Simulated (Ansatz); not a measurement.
# Electron scattering at the Σ3 (111) boundary in fcc Al, starting shift (0, 0.5), part 2 of 3

Wanted: what the Σ3 (111) boundary in fcc Al, starting shift (0, 0.5) costs an interconnect.

Ansatz 0.2.0; Ansatz plane-wave DFT, PBE, PAW files; relaxation of a bicrystal slab with its lowest layers held; PAW set soft_1 (the session's first sound run).

So far. Step 2 (Relaxing the bicrystal): The largest force component on a free atom ends at 0.0069 eV/Å, under the tolerance of 0.03, after 7 steps.

## 3. Transmission across the boundary

Bulk layers of each grain are laid under and over the relaxed boundary, and a lead is named in the middle of each, away from the free faces. The mesh across the current, 26×26, is finer than the density's, because channels open and close sharply across the zone. Energies from -0.1 to 0.1 eV in steps of 0.05 eV are too few for the program's thermal sum, so it prints no conductance; for a metal the transmission near the Fermi level serves, at a fraction of the cost.

This step: Ansatz plane-wave DFT, PBE, PAW files; ballistic transport by layer matching (Landauer), zero bias; boundary relaxed in a short slab, bulk layers laid on; PAW set soft_1 (Ansatz 0.2.0).

System of this step: Σ3 (111) boundary in fcc Al, starting shift (0, 0.5). The cell holds 19 atoms: 19 Al. Cell: a = 2.862 Å, b = 2.862 Å, c = 50.090 Å, α = 90.0°, β = 90.0°, γ = 120.0°. It derives from Al. Regions: lower grain, 8 atoms (8 Al); boundary, 5 atoms (5 Al); upper grain, 6 atoms (6 Al). Vacuum lies along c.

input.yaml

```yaml
crystal:
  lattice:
    - [2.862347037, 0.0, 0.0]
    - [-1.4311735185, 2.4788652485, 0.0]
    - [0.0, 0.0, 50.090081086]
  atoms:
    - { symbol: Al, position: [-3.3333333333, -6.6666666666, 0.0798561295] }
    - { symbol: Al, position: [-3.0, -5.9999999999, 0.126514001] }
    - { symbol: Al, position: [-2.6666666667, -5.3333333333, 0.1731718726] }
    - { symbol: Al, position: [-2.3333333333, -4.6666666666, 0.2198297441] }
    - { symbol: Al, position: [-2.0, -4.0, 0.2664876157] }
    - { symbol: Al, position: [-1.6666666667, -3.3333333333, 0.3131454872] }
    - { symbol: Al, position: [-1.3333333334, -2.6666666667, 0.3598033588] }
    - { symbol: Al, position: [-1.0, -2.0, 0.4064612303] }
    - { symbol: Al, position: [0.3333333333, 0.6666666667, 0.4531191019] }
    - { symbol: Al, position: [0.6682933724, 0.3341466862, 0.4997254208] }
    - { symbol: Al, position: [0.0035688719, 0.001784436, 0.5461196493] }
    - { symbol: Al, position: [0.3380096456, 0.6690048228, 0.5933029368] }
    - { symbol: Al, position: [0.0039211113, 0.0019605557, 0.6401966412] }
    - { symbol: Al, position: [-1.329412222, -1.664706111, 0.6868545128] }
    - { symbol: Al, position: [-1.6627455553, -2.3313727777, 0.7335123843] }
    - { symbol: Al, position: [-1.9960788887, -2.9980394443, 0.7801702559] }
    - { symbol: Al, position: [-2.329412222, -3.664706111, 0.8268281274] }
    - { symbol: Al, position: [-2.6627455553, -4.3313727776, 0.873485999] }
    - { symbol: Al, position: [-2.9960788887, -4.9980394443, 0.9201438705] }
kpoints:
  mp_grid: { grid: [10, 10, 1] }
hamiltonian:
  xc: pbe
  pseudopotentials: { kind: paw, azcp: { folder: soft_1 } }
scf:
  occupations: { method: fermi_dirac, width: 0.1 }
output:
  transmission:
    leads: [[5, 6], [14, 15]]
    kmesh: [26, 26]
    e_range: [-0.1, 0.1]
    de: 0.05
  write_potential: true
  write_density: true
  volumetric_format: npy
  elf: true
```

Launch:

```bash
$ ansatz run input.yaml --threads 4 --pin off --max-ram 15360MiB --backend cpu --events-out ev --progress --plain --runs-dir out
```

Numbers of over 12 decimals in the logs are rounded to 6 here.

Output:

```text
[...]
Crystal: 19 atoms, lattice volume = 355.408 Å³
Basis set: ecut = 420 eV, 6983 PW (Γ)
Bands: 48, of which v1, the nominal top of the filled ones, is band 29 counted from 1 (28 counted from 0)
Symmetry: 2 space group operations
[...]
k-points: 31 of 100 (time reversal used)
[...]
SCF iter   1: F=—  HF=-10213.070384 eV  |F-HF|=—  |Δ(HF+E_count)|=         —  Δρ=2.25e-2  dr2=2.47e1  ethr=3.10e-3  ⟨swp⟩=10.4  Hψ=9059  notcnv=0  defer=26
[...]
SCF iter   8: F=-10211.875343 eV  HF=-10211.875343 eV  |F-HF|=3.84e-8  |Δ(HF+E_count)|=   1.70e-7  Δρ=1.56e-6  dr2=5.24e-8  ethr=1.75e-10  ⟨swp⟩=21.4  Hψ=8542  notcnv=0
SCF 1 converged in 8 iterations: F = -10211.875343 eV  dr2 = 5.24e-8
[...]
transmission: 624 of 6222 steps passed
transmission: 1252 of 6222 steps passed
[...]
transmission: 6222 of 6222 steps passed
WARN: The input density's exchange-correlation potential varies sharply where the density is thin. Do not read a vacuum level from v_tot or v_xc, or from such a field of the output density. On a cell that repeats whose density bears no net charge and no dipole along the vacuum's axis use v_es (v_loc + v_h of the components); under efield.dipole_correction with no amplitude use v_es + v_field, which holds any external [...]
SCF converged after 8 iterations
Free energy (F): -10211.875343 eV
[...]
Internal energy: -10211.583081 eV  (E = F + TS)
E sigma→0 (E₀):  -10211.729212 eV
Entropy (-TS):   -0.292262 eV (-15.382 meV/atom)
Fermi energy:    6.617043 eV
[...]
--- Band table (eV; the first three rows and the last of 31) ---
  k-point 0: bands = [... 25 lower, 6.7675, 7.5218, 8.3868, 8.9877, 10.0246, 10.2078, 11.5993, 11.6489, ... 15 higher]
  k-point 1: bands = [... 25 lower, 6.9841, 7.7365, 8.5957, 9.1998, 10.2217, 10.4167, 11.7762, 11.8251, ... 15 higher]
  k-point 2: bands = [... 25 lower, 7.5988, 8.3248, 9.1089, 9.6397, 10.2269, 10.3767, 10.5030, 10.5504, ... 15 higher]
  k-point 30: bands = [... 25 lower, 4.4089, 4.7299, 5.0139, 5.2828, 5.3697, 5.7729, 5.8288, 6.3113, ... 15 higher]
--- Transmission ---
  basis      : 61 plane waves across, 34 finite elements along
  points     : 183, standing for a mesh of 26 x 26
  energies   : 5 from -0.100000 to 0.100000 eV about the Fermi level, 0.050000 eV apart; the leads are filled to 0.000000 eV, and channels, transmission and decay are at 0.000000 eV
  crystal 0  : Al1, at the sites [5, 6], period 2.3371 Å, over 23.37 Å; its Hamiltonian steps by up to 15.1 meV
    offset         : up to 0.0000 Å between an atom of the period and one for which it stands
    channels       : 1.359467e0 a spin
    conductance    : none, the energies end too early or step too widely for 300 K: set another output.transmission.e_range or a lower de, or, where they end at an eighth of basis.ecutwfc, a higher one
    slowest decay  : 0.0217 /Å at (0.3077, 0.3462)
[...]
channels       : 1.359467e0 a spin
[...]
slowest decay  : 0.0238 /Å at (0.3077, 0.3462)
  junction   : crystal 0 to crystal 1, 15.22 to 37.21 Å
    transmission   : 1.155303e0 a spin
[...]
```

The job ended after 53 s (4 threads of Arm Neoverse V1, shared host; peak memory 0.88 GiB).

Numbers from this step:

```
free energy                                    : -10211.8753 eV
energy at zero smearing                        : -10211.7292 eV
Fermi energy                                   : 6.617 eV
cell area                                      : 7.095 Å²
transmission per spin nearest the Fermi level  : 1.155
open channels per spin nearest the Fermi level : 1.359
open channels per spin, upper lead             : 1.359
step of the lead's potential                   : 15.1 meV
step of the upper lead's potential             : 6.1 meV
```

Per spin. The transmission, zone mean by energy, zero at the Fermi level:

| energy (eV) | transmission, zone mean |
| --- | --- |
| -0.1000 | 1.12 |
| -0.0500 | 1.14 |
| 0.0000 | 1.16 |
| 0.0500 | 1.17 |
| 0.1000 | 1.18 |

Per spin. The open channels, zone mean, lead = upper lead by energy, zero at the Fermi level:

| energy (eV) | open channels, zone mean, lead = upper lead |
| --- | --- |
| -0.1000 | 1.32 |
| -0.0500 | 1.34 |
| 0.0000 | 1.36 |
| 0.0500 | 1.37 |
| 0.1000 | 1.39 |

Transmission over k1 and k2. At 0.0000 eV from the Fermi level.

Ten even steps from '_' (0.00) to '@' (1.95):
```
@@@@++@@@@@@______@@@@@@++@@@@@@@@@@@@==--==@@@@@@@@
@@++@@@@@@%%..::::..%%@@@@@@++@@@@@@@@==....==@@@@@@
++@@@@@@@@--::++++++::--@@@@@@@@++@@@@--==__==--@@@@
++@@@@@@##..--++++++++--..##@@@@@@++@@====____====@@
@@@@%%--..--++++++++++++++--..--%%@@@@==..______..==
##__..::--++++++++++++++++++++--::..__##--..====..--
##__::++++++++++++++++++++++++++++++::__##====--====
@@__::++++++++++++++++++++++++++++++++::__@@@@@@@@@@
++@@..++++++++++++++++++++++++++++++++++..@@++@@@@@@
++@@%%::++++++++++++++++++++++++++++++++::%%@@++@@@@
@@@@@@----++++++++++++++++++++++++++++++----@@@@@@@@
@@++@@@@..++++++++++++++++++++++++++++++++..@@@@++@@
@@@@@@@@##--++++++++++++++++++++++++++++++--##@@@@@@
@@@@++@@@@..++++++++++++++++++++++++++++++++..@@@@++
@@@@@@@@@@----++++++++++++++++++++++++++++++----@@@@
++@@@@++@@%%::++++++++++++++++++++++++++++++++::%%@@
++@@@@@@++@@..++++++++++++++++++++++++++++++++++..@@
@@@@@@@@@@@@__::++++++++++++++++++++++++++++++++::__
##====--====##__::++++++++++++++++++++++++++++++::__
##--..====..--##__..::--++++++++++++++++++++--::..__
@@==..______..==@@@@%%--..--++++++++++++++--..--%%@@
++@@====____====@@++@@@@@@##..--++++++++--..##@@@@@@
++@@@@--==__==--@@@@++@@@@@@@@--::++++++::--@@@@@@@@
@@@@@@@@==....==@@@@@@@@++@@@@@@%%..::::..%%@@@@@@++
@@@@@@@@@@==--==@@@@@@@@@@@@++@@@@@@______@@@@@@++@@
@@@@@@++++@@####@@++++@@@@@@@@@@++++@@####@@++++@@@@
```
Columns: k1 (b1) from -0.5 to 0.462; rows upwards: k2 (b2) from -0.5 to 0.462.

Open channels over k1 and k2. At 0.0000 eV from the Fermi level.

Values, 12 rows by 16 columns, each cell a mean:
```
1.78 1.61 2.00 1.69 1.00 1.21 1.87 1.72 1.82 1.88 1.96 1.98 1.31 1.63 1.94 2.00
1.48 2.00 1.92 1.30 1.00 1.00 1.09 1.38 1.85 1.91 1.57 1.85 1.11 0.18 1.01 1.94
1.73 1.31 1.14 1.00 1.00 1.00 1.00 1.00 1.00 1.24 1.31 1.45 1.37 0.92 0.85 1.42
1.54 1.07 1.00 1.00 1.00 1.00 1.00 1.00 1.00 1.00 1.00 1.00 1.22 1.86 1.81 2.00
1.62 1.81 1.18 1.00 1.00 1.00 1.00 1.00 1.00 1.00 1.00 1.00 1.08 1.93 1.69 2.00
1.82 1.89 1.71 1.04 1.00 1.00 1.00 1.00 1.00 1.00 1.00 1.00 1.01 1.50 1.89 1.82
1.95 1.70 1.96 1.41 1.00 1.00 1.00 1.00 1.00 1.00 1.00 1.00 1.00 1.00 1.80 1.72
1.48 1.94 1.57 1.66 1.00 1.00 1.00 1.00 1.00 1.00 1.00 1.00 1.00 1.00 1.09 1.67
1.91 1.70 1.56 1.67 1.28 1.00 1.00 1.00 1.00 1.00 1.00 1.00 1.00 1.00 1.00 1.00
1.72 1.30 0.37 0.47 1.67 1.63 1.72 1.49 1.19 1.00 1.00 1.00 1.00 1.14 1.70 1.77
1.62 1.91 1.30 0.64 1.41 1.93 1.69 1.76 1.94 1.78 1.18 1.00 1.07 1.92 2.00 1.76
2.00 1.93 1.54 1.75 1.83 1.79 1.64 1.95 1.82 1.82 1.50 1.46 1.50 1.79 1.54 1.78
```
Columns: k1 (b1) from -0.5 to 0.462; rows upwards: k2 (b2) from -0.5 to 0.462.

Valence density in the ca plane at fractional y = 0.000, with atoms of Al within 0.2 Å of it. It is the smooth field of the valence electrons, not physical close to the nuclei.

Ten even steps from '0' (0.00 e/Å³) to '9' (0.21 e/Å³), each cell a mean:
```
98765678989984359989876557888998435652000000
99977789998997789989997778999899878742000000
99998899998889998889999889999888999631000000
99999999998789987789999999999878998631000000
99999999998789998789999999999878998631000000
99987789998899899889998778999889998742000000
99876678999985469989987667899998546742000000
88765568889973248988876556888997324652000000
```
Columns run along c (16.0 Å, from fractional 0.68 to 1.00 of the cell), rows up along a (2.9 Å). Atoms in or near the plane, at fractional coordinates: Al at (0.78, 0.00), Al at (0.92, 0.00).

ELF in the ca plane at fractional y = 0.000, with atoms of Al within 0.2 Å of it. It is the smooth field of the valence electrons, not physical close to the nuclei.

Values in units of 1e-1, 5 rows by 16 columns, each cell a mean:
```
5.8 3.3 4.7 6.0 4.0 2.2 5.9 5.6 3.3 4.8 6.0 3.7 3.2 5.8 1.2 0.0
5.9 5.3 5.7 5.6 5.4 5.6 5.3 5.9 5.3 5.7 5.6 5.3 6.9 4.6 0.7 0.0
5.3 6.1 5.7 5.1 5.1 5.8 4.8 5.4 6.1 5.7 5.1 5.1 6.8 3.9 0.6 0.0
6.1 4.6 5.5 5.9 5.2 4.5 5.6 6.0 4.6 5.6 5.9 5.0 5.8 5.1 0.9 0.0
5.5 2.9 4.3 5.9 3.6 2.4 6.0 5.4 2.8 4.5 6.0 3.4 3.4 5.9 1.3 0.1
```
Columns run along c (16.0 Å, from fractional 0.68 to 1.00 of the cell), rows up along a (2.9 Å). Atoms in or near the plane, at fractional coordinates: Al at (0.78, 0.00), Al at (0.92, 0.00).

Electrostatic potential energy in the ca plane at fractional y = 0.000, with atoms of Al within 0.2 Å of it. With pseudopotentials it is smooth inside the atoms' cores, unlike the true potential.

Ten even steps from '0' (-9 eV) to '9' (11 eV), each cell a mean:
```
87888887787405821688788888778750583068999999
66678876677620004776667887667762000379999999
42367752257764357764236775225776435789999999
20157630047877778762015763003688777899999999
31257641147776567763125774114787656789999999
54578764467741025775457876446774101589999999
77788877777502412687778887777750241168999999
88889888887408940688888998888740795058999999
```
Columns run along c (16.0 Å, from fractional 0.68 to 1.00 of the cell; values clipped at the 3rd and 97th percentile), rows up along a (2.9 Å). Atoms in or near the plane, at fractional coordinates: Al at (0.78, 0.00), Al at (0.92, 0.00).

Over the solved energies the transmission per spin lies between 1.12 and 1.18, out of 1.36 channels of the lead on average (up to 1.39).

## 4. Specific resistance

This step: Ansatz plane-wave DFT, PBE, PAW files; ballistic transport by layer matching (Landauer), zero bias; specific resistance of the boundary; PAW set soft_1 (Ansatz 0.2.0).

This step gave:

* area resistance: 0.1186 fΩ m²
* T over the leads' mean channel count: 0.8506

Averaged over the energies near the Fermi level, 85.1 % of the channels pass, which makes 0.119 fΩ m².

By hand, with T and the leads' channels N averaged over the energies near the Fermi level: RA = A (h/2e²)(1/T − ½[1/N₁ + 1/N₂]) = 7.095×10⁻²⁰ m² × 12 906 Ω × (1/1.153 − ½[1/1.356 + 1/1.356]) = 0.119 fΩ m².

(Part 2 of 3 ends here.)

[Logs are printed without paths, hosts, clocks, repeated set-up lines and the standing remarks that a program may print on its own settings, such as how far it seeks lower states.]

[Hosts, paths, dates, database ids (printed as entryN), source tags and the programs' standing remarks are cut or masked in the printed files.]
